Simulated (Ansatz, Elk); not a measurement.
# Bonding as seen by X-rays: ScBe2

Structure refinements treat a crystal as free atoms side by side. For a made-up structure of ScBe2 (cell and positions from a r2SCAN relaxation) the runs below show what the calculated density changes in F(hkl).

Method: DFT, PBE, all-electron APW+lo, Dirac cores, scalar-relativistic bands, static density, no spin, in Elk 11.2.3 (patched build).

The structure was built from a prototype and need not be the compound's stable phase.

### 1. Set-up

It takes space group Fd-3m (No. 227, cubic). Conventional cell: a = 6.762 Å, b = 6.762 Å, c = 6.762 Å, α = 90.00°, β = 90.00°, γ = 90.00°. Sc has 12 Be at 2.80 Å and 4 Sc at 2.93 Å nearest. Be has 6 Be at 2.39 Å and 6 Sc at 2.80 Å nearest. Farther neighbours are not listed.

### 2. Ground state and structure factors

An all-electron density is needed, since X-rays see the cores too. Task 0 finds the density and task 195 Fourier-transforms it; tshift is off so that phases refer to the origin typed.

Input file elk.in:

```
tasks
  0
  195

xctype
  20

spinpol
  .false.

rgkmax
  7.0

gmaxvr
  14.0

lmaxo
  7

lmaxapw
  8

swidth
  0.002

tshift
  .false.

ramdisk
  .false.

hmaxvr
  5.5

maxscl
  120

epspot
  1e-06

sppath
  './'

avec
  0.00000000000 6.38951991045 6.38951991045
  6.38951991045 0.00000000000 6.38951991045
  6.38951991045 6.38951991045 0.00000000000

atoms
  2
  'Sc.in'
  2
  -0.0000000000 0.0000000000 0.0000000000   0.000000 0.000000 0.000000
  0.2500000000 0.2500000000 0.2500000000   0.000000 0.000000 0.000000
  'Be.in'
  4
  0.6250000000 0.6250000000 0.1250000000   0.000000 0.000000 0.000000
  0.6250000000 0.1250000000 0.6250000000   0.000000 0.000000 0.000000
  0.1250000000 0.6250000000 0.6250000000   0.000000 0.000000 0.000000
  0.6250000000 0.6250000000 0.6250000000   0.000000 0.000000 0.000000

ngridk
  6 6 6
```

Launch:

```console
OMP_NUM_THREADS=4 elk
```

Numbers of over 12 decimals in the logs are rounded to 6 here.

Output:

```text
┌─────────────────────────┐
│ Elk code version 11.2.3 │
└─────────────────────────┘

All units are atomic (Hartree, Bohr, etc.)

┌─────────────────────────────────────────────────┐
│ Ground-state run starting from atomic densities │
└─────────────────────────────────────────────────┘

Lattice vectors :
   0.000000000       6.389519910       6.389519910
   6.389519910       0.000000000       6.389519910
   6.389519910       6.389519910       0.000000000

Reciprocal lattice vectors :
 -0.4916789833      0.4916789833      0.4916789833
  0.4916789833     -0.4916789833      0.4916789833
  0.4916789833      0.4916789833     -0.4916789833

Unit cell volume      :    521.7166284
Brillouin zone volume :   0.4754500814

Muffin-tin inner radius fraction :   0.1000000000E-01

Nuclei treated as point charges

Species : 1 (Sc)
 parameters loaded from : Sc.in
 name : scandium
 nuclear charge    :   -21.00000000
 electronic charge :    21.00000000
 atomic mass :    81949.61073
 muffin-tin radius :    2.400000000
 number of radial points in muffin-tin :    993
 inner part over the whole radius :   0.9898716403E-02
 number on inner part of muffin-tin    :    698
 approximate nuclear radius :   0.6711386133E-04
 number of mesh points to nuclear radius :    323
 atomic positions (lattice), magnetic fields (Cartesian) :
  1 :   0.00000000  0.00000000  0.00000000    0.00000000  0.00000000  0.00000000
  2 :   0.25000000  0.25000000  0.25000000    0.00000000  0.00000000  0.00000000

Species : 2 (Be)
 parameters loaded from : Be.in
 name : beryllium
 nuclear charge    :   -4.000000000
 electronic charge :    4.000000000
 atomic mass :    16428.20280
 muffin-tin radius :    1.800000000
 number of radial points in muffin-tin :    593
 inner part over the whole radius :   0.9826427374E-02
 number on inner part of muffin-tin    :    403
 approximate nuclear radius :   0.4290726161E-04
 number of mesh points to nuclear radius :    156
 atomic positions (lattice), magnetic fields (Cartesian) :
  1 :  -0.37500000 -0.37500000  0.12500000    0.00000000  0.00000000  0.00000000
  2 :  -0.37500000  0.12500000 -0.37500000    0.00000000  0.00000000  0.00000000
  3 :   0.12500000 -0.37500000 -0.37500000    0.00000000  0.00000000  0.00000000
  4 :  -0.37500000 -0.37500000 -0.37500000    0.00000000  0.00000000  0.00000000

Total number of atoms per unit cell :    6
Total muffin-tin volume :    213.5277695
 ratio of muffin-tin to unit cell volume :   0.4092792099

Spin treatment :
 spin-unpolarised

Number of Bravais lattice symmetries :   48
Number of crystal symmetries         :   48
Crystal has no inversion symmetry
Complex Hermitian eigensolver will be used

k-point grid :      6     6     6
k-point offset :    0.000000000       0.000000000       0.000000000
k-point set is reduced with full crystal symmetry group
Total number of k-points :       16

Muffin-tin radius times maximum |G+k| :    7.000000000
 using average radius
Maximum |G+k| for APW functions       :    3.500000000
Maximum (1/2)|G+k|²                   :    6.125000000
Maximum |G| for potential and density :    14.00000000
Constant for pseudocharge density :    8
 order of it for each species :   15  15
 order of it for pair densities of each species (exact exchange by exxq0 0: 16) :   14   7
Radial integration step length :    1

G-vector grid sizes :     42    42    42
Number of G-vectors :    24045

Maximum angular momentum used for
 APW functions            :    8
 outer part of muffin-tin :    7
 inner part of muffin-tin :    2

Total nuclear charge    :   -58.00000000
Total core charge       :    28.00000000
Total valence charge    :    30.00000000
Total excess charge     :    0.000000000
Total electronic charge :    58.00000000

Effective Wigner radius, rₛ :    1.290147481

Number of empty states         :     24
Total number of valence states :     40
Total number of core states    :     28

Third-order local-orbitals added for an l without core states : T
Total number of local-orbitals :     64

[...]
Madelung                    :     -1892.6259300938
 xc potential                :     -110.21081866316
 exchange                    :     -87.253517279988
 correlation                 :     -2.317715
 electron entropic           :    -0.12073697940889E-02
 total energy                :     -1589.2096840664

Density of states at Fermi energy :    95.21623891
 (states/Hartree/unit cell)

Estimated indirect band gap :   0.1232595389E-02
 from k-point 12 to k-point 15
Estimated direct band gap   :   0.1084361187E-01
 at k-point 15

Charges :
 core                        :    28.00000000
 valence                     :    30.00000000
 interstitial                :    8.736704103
 muffin-tins (core leakage)
  species : 1 (Sc)
[...]
species : 2 (Be)
[...]
total in muffin-tins        :    49.26329590
 total calculated charge     :    57.99536728
 total charge                :    58.00000000
 error                       :   0.4632718185E-02

RMS change in Kohn-Sham potential (target) :    6.502024294     (  0.1000000000E-05)
Absolute change in total energy (target)   :    1.035467797     (  0.1000000000E-03)

[... loops 3 to 15 left out ...]

┌──────────────────┐
│ Loop number : 16 │
└──────────────────┘

Energies :
 Fermi                       :     0.238465
 sum of occupied eigenvalues :     -919.01652457885
 electron kinetic            :      1600.3370374629
 core electron kinetic       :      1483.6241525257
 Coulomb                     :     -3098.0677718797
 Coulomb potential           :     -2403.1847714097
 nuclear-nuclear             :     -245.60362287298
 electron-nuclear            :     -3307.8658581062
 Hartree                     :      455.40170909943
 Madelung                    :     -1896.4753861749
 xc potential                :     -116.16879063201
 exchange                    :     -87.497041116720
 correlation                 :     -2.324326
 electron entropic           :    -0.18574610642536E-02
 total energy                :     -1587.5539588589

Density of states at Fermi energy :    145.2948464
 (states/Hartree/unit cell)

Estimated indirect band gap :   0.2584316471E-02
 from k-point 12 to k-point 7
Estimated direct band gap   :   0.4310112546E-02
 at k-point 15

Charges :
 core                        :    28.00000000
 valence                     :    30.00000000
 interstitial                :    8.452417546
 muffin-tins (core leakage)
  species : 1 (Sc)
[...]
species : 2 (Be)
[...]
total in muffin-tins        :    49.54758245
 total calculated charge     :    57.99543490
 total charge                :    58.00000000
 error                       :   0.4565099115E-02

RMS change in Kohn-Sham potential (target) :   0.1864926359E-06 (  0.1000000000E-05)
Absolute change in total energy (target)   :   0.1713417078E-05 (  0.1000000000E-03)

Convergence targets achieved

┌──────────────────┐
│ Loop number : 17 │
└──────────────────┘

Energies :
 Fermi                       :     0.238465
 sum of occupied eigenvalues :     -919.01652475185
 electron kinetic            :      1600.3370368319
 core electron kinetic       :      1483.6241511983
 Coulomb                     :     -3098.0677718460
 Coulomb potential           :     -2403.1847706139
 nuclear-nuclear             :     -245.60362287298
 electron-nuclear            :     -3307.8658588561
 Hartree                     :      455.40170988306
 Madelung                    :     -1896.4753865391
 xc potential                :     -116.16879096988
 exchange                    :     -87.497041166656
 correlation                 :     -2.324326
 electron entropic           :    -0.18574610010174E-02
 total energy                :     -1587.5539595038

Density of states at Fermi energy :    145.2948391
 (states/Hartree/unit cell)

Estimated indirect band gap :   0.2584316503E-02
 from k-point 12 to k-point 7
Estimated direct band gap   :   0.4310113729E-02
 at k-point 15

Charges :
 core                        :    28.00000000
 valence                     :    30.00000000
 interstitial                :    8.452417468
 muffin-tins (core leakage)
  species : 1 (Sc)
[...]
species : 2 (Be)
[...]
atom 2                    :    2.776834068     (  0.1140172379E-02)
   atom 3                    :    2.776834068     (  0.1140172379E-02)
   atom 4                    :    2.776834068     (  0.1140172379E-02)
 total in muffin-tins        :    49.54758253
 total calculated charge     :    57.99543490
 total charge                :    58.00000000
 error                       :   0.4565099115E-02

┌──────────────────────────────┐
│ Self-consistent loop stopped │
└──────────────────────────────┘

Warning : core states of species 2 leak from the muffin-tin :   0.1140172379E-02

Wrote STATE.OUT
```

Run time: 19 s. Hardware: 4 threads of Intel Xeon Platinum 8488C (Sapphire Rapids), shared host; peak memory 0.16 GiB.

SFACRHO.OUT:

```text

h k l indices transformed by vhmat matrix:
   1.000000000       0.000000000       0.000000000    
   0.000000000       1.000000000       0.000000000    
   0.000000000       0.000000000       1.000000000    

      h      k      l  multipl.   |H|            Re(F)            Im(F)           |F|

      0      0      0      1   0.0000000       57.999999      0.70175250E-16   57.999999    
      0      1      0      4  0.85161298       13.349237       13.349237       18.878671    
      0      0     -1      4  0.85161298       13.349237      -13.349237       18.878671    
      0     -1     -1      6  0.98335797     -0.83841866E-15 -0.22625852E-14  0.24129313E-14
      2      1      1     12   1.3906782       29.467370     -0.16234646E-13   29.467370    
      0     -1     -2     12   1.6307147       16.475355       16.475355       23.299671    
     -1     -1      1     12   1.6307147       16.475355      -16.475355       23.299671    
     -2      0      0      4   1.7032260     -0.25372465E-15  -7.0581554       7.0581554    
      0      0      2      4   1.7032260     -0.44812593E-15   7.0581554       7.0581554    
      0      2      2      6   1.9667159       18.450536     -0.41062905E-14   18.450536    
     -1      2      0     12   2.1431790       9.5699086       9.5699086       13.533895    
      0      1     -2     12   2.1431790       9.5699086      -9.5699086       13.533895    
     -1     -2     -3     24   2.1988553      0.18864998E-14 -0.42989119E-14  0.46946272E-14
      2      3      3     12   2.4087253       21.993757     -0.48684323E-14   21.993757    
     -3     -2     -3     12   2.4087253       21.993757      0.49271068E-14   21.993757    
      3      1      3     12   2.5548389       12.762303      -12.762303       18.048621    
      3      0      2     12   2.5548389       12.762303       12.762303       18.048621    
      0      3      0      4   2.5548389       12.701384      -12.701384       17.962470
```

Elk indexes on the primitive cell of elk.in and gives |H| = 4π sin θ/λ in inverse bohr. Below, one row stands for each form hkl of the conventional cell (m members, Friedel mates merged), F is for one primitive cell and the density is static (no thermal factor). Free-atom factors are Waasmaier and Kirfel's, and R is Σm||F|−|F'||/Σm|F|.

| hkl | m | sin θ/λ (Å⁻¹) | abs F, DFT | neutral atoms | diff. | abs of complex diff. |
| --- | --- | --- | --- | --- | --- | --- |
| 111 | 8 | 0.128 | 18.879 | 19.147 | -0.268 | 0.268 |
| 200 | 6 | 0.148 | 0.000 | 0.000 | +0.000 | 0.000 |
| 220 | 12 | 0.209 | 29.467 | 29.742 | -0.275 | 0.275 |
| 311 | 24 | 0.245 | 23.300 | 23.290 | +0.010 | 0.010 |
| 222 | 8 | 0.256 | 7.058 | 7.227 | -0.169 | 0.169 |
| 400 | 6 | 0.296 | 18.451 | 18.255 | +0.196 | 0.196 |
| 331 | 24 | 0.322 | 13.534 | 13.506 | +0.028 | 0.028 |
| 420 | 24 | 0.331 | 0.000 | 0.000 | +0.000 | 0.000 |
| 422 | 24 | 0.362 | 21.994 | 21.963 | +0.030 | 0.030 |
| 511 | 24 | 0.384 | 18.049 | 17.983 | +0.066 | 0.066 |
| 333 | 8 | 0.384 | 17.962 | 17.983 | -0.021 | 0.021 |
| 440 | 12 | 0.418 | 25.772 | 25.757 | +0.015 | 0.015 |
| 531 | 48 | 0.437 | 10.637 | 10.613 | +0.024 | 0.024 |
| 442 | 24 | 0.444 | 0.021 | 0.000 | +0.021 | 0.021 |
| 600 | 6 | 0.444 | 0.000 | 0.000 | +0.000 | 0.000 |
| 620 | 24 | 0.468 | 18.308 | 18.225 | +0.083 | 0.083 |
| 533 | 24 | 0.485 | 15.349 | 15.324 | +0.026 | 0.026 |
| 622 | 24 | 0.490 | 5.441 | 5.504 | -0.063 | 0.063 |

### 3. The highest occupied states alone

An energy window below the Fermi level keeps the highest occupied states, to see at which angles they scatter; shallow core shells can lie inside it and anion s states outside. No new self-consistency is needed.

elk.in, as its differences from that of step 2:

```diff
@@ -1,3 +1,2 @@
 tasks
-  0
   195
@@ -40,2 +39,5 @@
 
+wsfac
+  -0.202530 0.538470
+
 sppath
```

Launch:

```console
OMP_NUM_THREADS=4 elk
```

Output:

```text
┌─────────────────────────────────┐
│ Elk code version 11.2.3 started │
└─────────────────────────────────┘

Info(readinput): the functional depends on the density's gradient
 muffin-tin radial points multiplied by    2.00000
 (not where nrmtscf is given)

┌────────────────────┐
│ Current task : 195 │
└────────────────────┘

Info(sfacrho): density structure factors written to SFACRHO.OUT

 Energy window :  -0.2025300000      0.5384700000

┌──────────────────┐
│ Elk code stopped │
└──────────────────┘
```

Wall time 4.6 s (4 threads); peak memory 0.16 GiB; 5.3 s of CPU time.

States within 12 eV below the Fermi level hold 14.00 electrons; any levels below the window count with the cores. Their amplitudes can exceed the total, where window and core parts have opposite phase:

| hkl | sin θ/λ (Å⁻¹) | abs F, window | abs F, all |
| --- | --- | --- | --- |
| 111 | 0.128 | 0.570 | 18.879 |
| 200 | 0.148 | 0.000 | 0.000 |
| 220 | 0.209 | 0.406 | 29.467 |
| 311 | 0.245 | 0.475 | 23.300 |
| 222 | 0.256 | 0.095 | 7.058 |
| 400 | 0.296 | 0.700 | 18.451 |
| 331 | 0.322 | 0.339 | 13.534 |
| 420 | 0.331 | 0.000 | 0.000 |
| 422 | 0.362 | 0.307 | 21.994 |
| 511 | 0.384 | 0.185 | 18.049 |

### 4. Another functional

The difference from free atoms is small, so it is set against the change that LDA (Perdew-Wang) makes.

elk.in, as its differences from that of step 3:

```diff
@@ -1,2 +1,3 @@
 tasks
+  0
   195
@@ -4,3 +5,3 @@
 xctype
-  20
+  3
 
@@ -39,5 +40,2 @@
 
-wsfac
-  -0.202530 0.538470
-
 sppath
```

Launch:

```console
OMP_NUM_THREADS=4 elk
```

Output:

```text
┌─────────────────────────┐
│ Elk code version 11.2.3 │
└─────────────────────────┘

All units are atomic (Hartree, Bohr, etc.)

┌─────────────────────────────────────────────────┐
│ Ground-state run starting from atomic densities │
└─────────────────────────────────────────────────┘

Lattice vectors :
   0.000000000       6.389519910       6.389519910
   6.389519910       0.000000000       6.389519910
   6.389519910       6.389519910       0.000000000

Reciprocal lattice vectors :
 -0.4916789833      0.4916789833      0.4916789833
[...]
muffin-tins (core leakage)
  species : 1 (Sc)
[...]
species : 2 (Be)
[...]
atom 3                    :    2.780225875     (  0.1241131444E-02)
   atom 4                    :    2.780225875     (  0.1241131444E-02)
 total in muffin-tins        :    49.61299047
 total calculated charge     :    57.99504030
 total charge                :    58.00000000
 error                       :   0.4959700859E-02

┌──────────────────────────────┐
│ Self-consistent loop stopped │
└──────────────────────────────┘

Warning : core states of species 2 leak from the muffin-tin :   0.1241131444E-02

Wrote STATE.OUT
[key lines of the parts left out:]
total energy                :     -1583.4585523407
```

Run time: 14 s. Hardware: 4 threads; peak memory 0.16 GiB.

Against the first run R = 0.17 %; the largest change is +0.051 at 840.

### 5. A coarser k-mesh

About half the k-points along each axis test the sampling.

elk.in, as its differences from that of step 4:

```diff
@@ -5,3 +5,3 @@
 xctype
-  3
+  20
 
@@ -62,2 +62,2 @@
 ngridk
-  6 6 6
+  3 3 3
```

Launch:

```console
OMP_NUM_THREADS=4 elk
```

Output:

```text
┌─────────────────────────┐
│ Elk code version 11.2.3 │
└─────────────────────────┘

All units are atomic (Hartree, Bohr, etc.)

┌─────────────────────────────────────────────────┐
│ Ground-state run starting from atomic densities │
└─────────────────────────────────────────────────┘

Lattice vectors :
   0.000000000       6.389519910       6.389519910
   6.389519910       0.000000000       6.389519910
   6.389519910       6.389519910       0.000000000

Reciprocal lattice vectors :
 -0.4916789833      0.4916789833      0.4916789833
[...]
muffin-tins (core leakage)
  species : 1 (Sc)
[...]
species : 2 (Be)
[...]
atom 3                    :    2.775778023     (  0.1140114658E-02)
   atom 4                    :    2.775778023     (  0.1140114658E-02)
 total in muffin-tins        :    49.56203789
 total calculated charge     :    57.99543106
 total charge                :    58.00000000
 error                       :   0.4568935841E-02

┌──────────────────────────────┐
│ Self-consistent loop stopped │
└──────────────────────────────┘

Warning : core states of species 2 leak from the muffin-tin :   0.1140114658E-02

Wrote STATE.OUT
[key lines of the parts left out:]
total energy                :     -1587.5514065535
```

Elapsed: 12 s, on 4 threads; peak memory 0.16 GiB.

Against the first run R = 0.03 %; the largest change is +0.025 at 111.

### 6. Settings against the effect

| run | R against the first run (%) | R against neutral atoms, low angle (%) | wall time |
| --- | --- | --- | --- |
| PBE, rgkmax 7 | 0.00 | 0.67 | 19 s |
| LDA (Perdew-Wang) | 0.17 | 0.61 | 14 s |
| k-mesh 3×3×3 | 0.03 | 0.71 | 12 s |

### 7. Outcome

| Item | Value |
| --- | --- |
| R against neutral atoms, sin θ/λ < 0.3 Å⁻¹ | 0.67 % |
| R against neutral atoms, 0.3 to 0.82 Å⁻¹ | 0.42 % |

In words: Independent neutral atoms miss the calculated amplitudes by R = 0.67 % below 0.3 Å⁻¹ and 0.42 % from there to 0.82 Å⁻¹; by shells, 1.42 % below 0.15 Å⁻¹ (1 form), 0.56 % 0.15 to 0.3 (4 forms), 0.22 % 0.3 to 0.45 (7 forms), 0.46 % above 0.45 (38 forms). Bonding, aspherical density and the tables' own atoms all enter these figures, and the runs don't part them. The largest change of an amplitude is -0.28 electrons, at 220. The window's part falls from 14.0 electrons at the origin to at most 0.17 between 0.45 and 0.82 Å⁻¹. Below 0.3 Å⁻¹ the changes that finished (LDA (Perdew-Wang) and k-mesh 3×3×3) move F by R = 0.07 % at most, against the 0.67 % that separates it from free atoms. The basis has no finished test. Part of the difference isn't bonding: the tables are fits to free atoms and ions calculated by other methods than this functional. Thermal motion, anomalous dispersion and extinction are left out.

[Logs are printed without paths, hosts, clocks, repeated set-up lines and the standing remarks that a program may print on its own settings, such as how far it seeks lower states.]

[Hosts, paths, dates, database ids (printed as entryN), source tags and the programs' standing remarks are cut or masked in the printed files.]
